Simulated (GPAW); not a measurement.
# Work function of 1T-IrSeTe monolayer at several levels, part 2 of 2

How far do functional and basis move the work function of 1T-IrSeTe monolayer?

GPAW 26.7.0; GPAW, PAW setups; layer in a repeated cell with vacuum, relaxation of atoms and in-plane cell (the session's first sound run).

So far, upper work function (eV): step 3 (plane waves, PBE) 5.00; step 5 (RPBE) 4.92; step 6 (GPAW, PAW setups) 5.24; step 7 (LDA) 5.24; step 8 (revPBE) 4.92.

### 9. Real-space grid: mode = "fd"

Level of this step: GPAW, PAW setups; slab in vacuum (GPAW).

A real-space grid is a second complete basis, so it checks the plane-wave result.

File run.py:

```python
import json
import numpy as np
from ase import Atoms
from gpaw import GPAW

slab = Atoms(
    ['Te', 'Ir', 'Se'],
    positions=[
        [1.90601, 1.10044, 9.00000],
        [-0.00000, 0.00000, 10.52787],
        [-0.00000, 2.20087, 11.70738]],
    cell=[[3.81203, -0.0, 0.0], [-1.90601, 3.30131, 0.0], [0.0, 0.0, 20.7074]],
    pbc=[True, True, False])

slab.calc = GPAW(mode='fd', h=0.18, xc='PBE', kpts={'size': (9, 9, 1), 'gamma': True},
                 occupations={'name': 'fermi-dirac', 'width': 0.05}, nbands='160%',
                 convergence={'density': 1e-05}, maxiter=200,
                 poissonsolver={'dipolelayer': 'xy'},
                 symmetry={'tolerance': 1e-3}, txt='slab.txt')
result = {}
energy = slab.get_potential_energy()
fermi = slab.calc.get_fermi_level()
v = slab.calc.get_electrostatic_potential().mean((0, 1)) - fermi
n = slab.calc.get_pseudo_density().mean((0, 1))
L = slab.cell[2, 2]
z = np.arange(len(v)) * L / len(v)
low, high = slab.positions[:, 2].min(), slab.positions[:, 2].max()
below, above = np.interp([low - 6.8, high + 6.8], z, v)
slopes = [np.interp(x, z, np.gradient(v, z)) for x in (low - 6.8, high + 6.8)]
eps = np.array([[slab.calc.get_eigenvalues(k, s) for k in range(len(slab.calc.get_ibz_k_points()))]
                for s in range(slab.calc.get_number_of_spins())]) - fermi
top, bottom = eps[eps < 0].max(), eps[eps > 0].min()
dipole = slab.get_dipole_moment()[2]
print(f'energy {energy:.4f} eV, Fermi level {fermi:.4f} eV, dipole {dipole:.5f} e A')
print(f'potential 6.8 A off the faces, from the Fermi level: lower {below:.4f} eV, upper {above:.4f} eV')
print(f'slope of the potential there: lower {slopes[0]:.5f}, upper {slopes[1]:.5f} eV/A')
print(f'nearest levels on the mesh: {top:.4f} and {bottom:.4f} eV')
print('magnetic moment', round(slab.get_magnetic_moment(), 3))
result.update(energy=energy, fermi=fermi, dipole=dipole, below=below, above=above, slopes=slopes, edges=[top, bottom],
              z=z.tolist(), v=v.tolist(), n=n.tolist(), positions=slab.positions.tolist(),
              forces=slab.get_forces(apply_constraint=False).tolist(), moments=slab.get_magnetic_moments().tolist())
json.dump(result, open('result.json', 'w'))
```

The run is started by

```sh
$ OMP_NUM_THREADS=1 OPENBLAS_NUM_THREADS=1 python run.py
```

What it wrote:

```text
energy -16.5553 eV, Fermi level -4.9229 eV, dipole -0.01091 e A
potential 6.8 A off the faces, from the Fermi level: lower 4.8441 eV, upper 5.0016 eV
slope of the potential there: lower -0.00000, upper 0.00000 eV/A
nearest levels on the mesh: -0.0103 and 0.0387 eV
magnetic moment 0.0
```

The job ended after 1.8 min (1 thread of Arm Neoverse V1, shared host; peak memory 0.54 GiB).

This step gave:

* dipole along the normal: -0.01091 e·Å
* levels nearest the Fermi level on the mesh: -0.01034, 0.03871 eV from the Fermi level
* upper work function: 5.002 eV
* lower work function: 4.844 eV

Electrostatic potential energy of an electron (without an applied field's), less the Fermi level, planar mean against z:

```csv
z (Å),"electrostatic potential energy of an electron (without an applied field's), less the Fermi level, planar mean (eV)"
0.0,4.92
0.5,4.84
1.0,4.84
1.5,4.84
2.0,4.84
2.5,4.84
3.0,4.84
3.5,4.84
4.0,4.84
4.5,4.84
5.0,4.84
5.5,4.84
6.0,4.83
6.5,4.78
7.0,4.60
7.5,3.90
8.0,1.22
8.5,-7.42
9.0,-17.5
9.5,-9.24
10.0,-7.73
10.5,-14.6
11.0,-10.3
11.5,-13.6
12.0,-9.21
12.5,1.18
13.0,4.14
13.5,4.81
14.0,4.96
14.5,4.99
15.0,5.00
15.5,5.00
16.0,5.00
16.5,5.00
17.0,5.00
17.5,5.00
18.0,5.00
18.5,5.00
19.0,5.00
19.5,5.00
20.0,5.00
20.5,5.00
```

The upper face's work function is 5.002 eV, against 5.002 eV in the first plane-wave PBE run at this geometry.

### 10. Atomic orbitals: mode = "lcao"

Atom-centred orbitals end a few angstrom from the surface, which tests how much the density's tail matters.

run.py, as its differences from that of step 9:

```diff
@@ -14,4 +14,4 @@
 
-slab.calc = GPAW(mode='fd', h=0.18, xc='PBE', kpts={'size': (9, 9, 1), 'gamma': True},
-                 occupations={'name': 'fermi-dirac', 'width': 0.05}, nbands='160%',
+slab.calc = GPAW(mode='lcao', basis='dzp', h=0.18, xc='PBE', kpts={'size': (9, 9, 1), 'gamma': True},
+                 occupations={'name': 'fermi-dirac', 'width': 0.05}, nbands='120%',
                  convergence={'density': 1e-05}, maxiter=200,
```

What it wrote:

```text
energy -15.4444 eV, Fermi level -4.7374 eV, dipole -0.02528 e A
potential 6.8 A off the faces, from the Fermi level: lower 4.5554 eV, upper 4.9195 eV
slope of the potential there: lower 0.00000, upper 0.00000 eV/A
nearest levels on the mesh: -0.0411 and 0.0015 eV
magnetic moment 0.0
```

It took 46 s on 1 thread; peak memory 0.32 GiB.

This step gave:

| Quantity | Value |
| --- | --- |
| dipole along the normal | -0.02528 e·Å |
| levels nearest the Fermi level on the mesh | -0.04107, 0.001459 eV from the Fermi level |
| upper work function | 4.919 eV |
| lower work function | 4.555 eV |

The upper face's work function is 4.919 eV, against 5.002 eV in the first plane-wave PBE run at this geometry.

### 11. Cost and result by level

Times are for 1 thread of Arm Neoverse V1, shared host. The series side by side:

```csv
no.,run,upper work function (eV),lower work function (eV),time,memory (GiB)
1,pw,5.002,4.843,30 s,0.21
2,vdW DF2,5.370,5.224,39 s,0.37
3,RPBE,4.921,4.745,30 s,0.21
4,optPBE vdW,5.237,5.070,41 s,0.37
5,LDA,5.236,5.085,28 s,0.2
6,revPBE,4.916,4.745,30 s,0.21
7,fd,5.002,4.844,1.8 min,0.54
8,lcao,4.919,4.555,46 s,0.32
```

### 12. Side by side

Results and costs are gathered.

This step: comparison of work functions, dipole and cost (GPAW 26.7.0).

Ladder, by row:

```csv
step,code,"work function, upper (eV)","work function, lower (eV)",dipole (e Å),wall time (s),peak memory (GiB),threads
pw,GPAW,5.002,4.843,-0.01122,30.28,0.21,1
vdW-DF2,GPAW,5.37,5.224,-0.01032,39.35,0.37,1
RPBE,GPAW,4.921,4.745,-0.01238,30.46,0.21,1
optPBE-vdW,GPAW,5.237,5.07,-0.01174,40.72,0.37,1
LDA,GPAW,5.236,5.085,-0.01071,28.43,0.2,1
revPBE,GPAW,4.916,4.745,-0.01204,30.37,0.21,1
fd,GPAW,5.002,4.844,-0.01091,109.6,0.54,1
lcao,GPAW,4.919,4.555,-0.02528,45.86,0.32,1
```

### 13. A changed run

One more run, with changed settings.

This step: GPAW, PAW setups; slab in vacuum (GPAW 26.7.0).

run.py, as its differences from that of step 10:

```diff
@@ -3,3 +3,3 @@
 from ase import Atoms
-from gpaw import GPAW
+from gpaw import GPAW, PW
 
@@ -14,5 +14,5 @@
 
-slab.calc = GPAW(mode='lcao', basis='dzp', h=0.18, xc='PBE', kpts={'size': (9, 9, 1), 'gamma': True},
-                 occupations={'name': 'fermi-dirac', 'width': 0.05}, nbands='120%',
-                 convergence={'density': 1e-05}, maxiter=200,
+slab.calc = GPAW(mode=PW(400), xc='PBE', kpts={'size': (9, 9, 1), 'gamma': True},
+                 occupations={'name': 'fermi-dirac', 'width': 0.05}, nbands='100%',
+                 convergence={'density': 1e-05}, maxiter=100,
                  poissonsolver={'dipolelayer': 'xy'},
```

What it wrote:

```text
energy -16.5015 eV, Fermi level -1.5701 eV, dipole -0.01122 e A
potential 6.8 A off the faces, from the Fermi level: lower 4.8429 eV, upper 5.0016 eV
slope of the potential there: lower 0.00002, upper -0.00004 eV/A
nearest levels on the mesh: -0.0106 and 0.0390 eV
magnetic moment 0.0
```

Wall time 22 s (1 thread); peak memory 0.2 GiB.

The setting was moved on purpose (too few bands), yet the results that both runs give agree within 1 %.

The two runs compared:

```csv
quantity,this run,sound run,difference
dipole along the normal (e·Å),-0.011222,-0.011222,-5.3e-7
upper work function (eV),5.0016,5.0016,4.8e-6
lower work function (eV),4.8429,4.8429,-2.8e-6
```

### 14. Summary of results

| Property | Result |
| --- | --- |
| work function, upper and lower face | 5.002 and 4.843 eV |
| dipole along the normal | -0.0112 e Å |

In words: With plane waves and PBE the work function is 5.00 eV on the upper face and 4.84 eV on the lower. The two faces differ by 0.16 eV, the step that the slab's dipole makes (e p/(ε0 A) gives 0.16 eV), so the dipole layer is needed. Over the sound runs of the table the upper face's work function spans 4.916 (revPBE) to 5.370 eV (vdW-DF2). The starting lattice was a guess from atomic radii; the relaxation moved it by 3 %. The relaxation of atoms and cell ran in a fully periodic cell without the dipole layer, so the atoms of this polar layer felt a small spurious field. The cell holds an odd number of electrons, so without spin polarisation it must come out metallic and without a moment, whatever its true state. The layer's cell and atoms come from the relaxation; spin-orbit coupling and temperature are left out.

[Logs are printed without paths, hosts, clocks, repeated set-up lines and the standing remarks that a program may print on its own settings, such as how far it seeks lower states.]

[Hosts, paths, dates, database ids (printed as entryN), source tags and the programs' standing remarks are cut or masked in the printed files.]
